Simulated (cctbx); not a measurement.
## Reading a Patterson map

Space group P-43m (no. 215), a = 5.6700 Å, b = 5.6700 Å, c = 5.6700 Å, α = 90.00°, β = 90.00°, γ = 90.00°, content Se4 Zn1 Co3 Fe1.

Simulated single-crystal data (cctbx): synchrotron X-rays, λ = 0.7749 Å, to d = 0.65 Å, 50 % of the full sphere, strongest reflection 20000 counts, noise from counting, a 2 % proportional error and a noise floor of 2 counts (s.d.); no absorption.

Patterson synthesis, origin scaled to 1000:

```text
Patterson group P m -3 m
      u       v       w   height  length (A)
  0.000   0.000   0.000   1000.0     0.00
  0.000   0.500   0.500    885.6     4.01
  0.249   0.249   0.249    520.4     2.44
  0.500   0.500   0.500    140.3     4.91
  0.000   0.000   0.500    124.8     2.84
  0.090   0.090   0.090     12.7     0.89
  0.076   0.420   0.420      9.0     3.40
  0.000   0.000   0.154      7.0     0.88
  0.155   0.500   0.500      6.4     4.10
  0.159   0.159   0.159      5.5     1.56
  0.000   0.085   0.141      4.2     0.93
  0.163   0.344   0.344      4.2     2.91
  0.139   0.444   0.444      3.2     3.65
  0.129   0.391   0.500      2.2     3.67
```

Q: Assign the vectors.

A peak at u stands for all pairs with xi − xj = u, with weight Σ ZiZj against Σ Z² = 8387 at the origin. Peak heights follow these weights only roughly, since form factors, motion and series ripples differ, all vectors within 0.55 Å of a peak are counted as merged into it though the farther ones add only part of their weight, and F(000) is left out, which lowers the whole map:

| u | v | w | shortest length (Å) | height | 1000 ΣZiZj/ΣZ² | pairs in the cell |
| --- | --- | --- | --- | --- | --- | --- |
| 0.000 | 0.500 | 0.500 | 4.01 | 886 | 918 | 4 × Se–Se, 2 × Zn–Co, 2 × Co–Co |
| 0.249 | 0.249 | 0.249 | 2.45 | 520 | 555 | 3 × Se–Co, 1 × Se–Zn, 1 × Se–Fe |
| 0.500 | 0.500 | 0.500 | 4.91 | 140 | 186 | 2 × Zn–Fe |
| 0.000 | 0.000 | 0.500 | 2.83 | 125 | 167 | 2 × Co–Fe |

The table stops at ten peaks or at a height of 45, below which ripples compete. In the model behind the data Se, the heaviest element, has 1 independent site: (0.7577, 0.2423, 0.7577), up to an allowed shift of origin; the Se–Se vectors are differences of these positions and their symmetry mates. Elements of similar Z can't be told apart from the map alone. The whole model:

```
atom  mult.       x       y       z  Ueq (Å²)
 Se1      4  0.7577  0.2423  0.7577    0.0087
 Zn1      1     1/2     1/2     1/2    0.0081
 Co1      3     1/2       0       0    0.0046
 Fe1      1       0       0       0    0.0142
```

This is a model crystal, built by substitution and not relaxed, with assumed displacement parameters.

[Logs are printed without paths, hosts, clocks, repeated set-up lines and the standing remarks that a program may print on its own settings, such as how far it seeks lower states.]
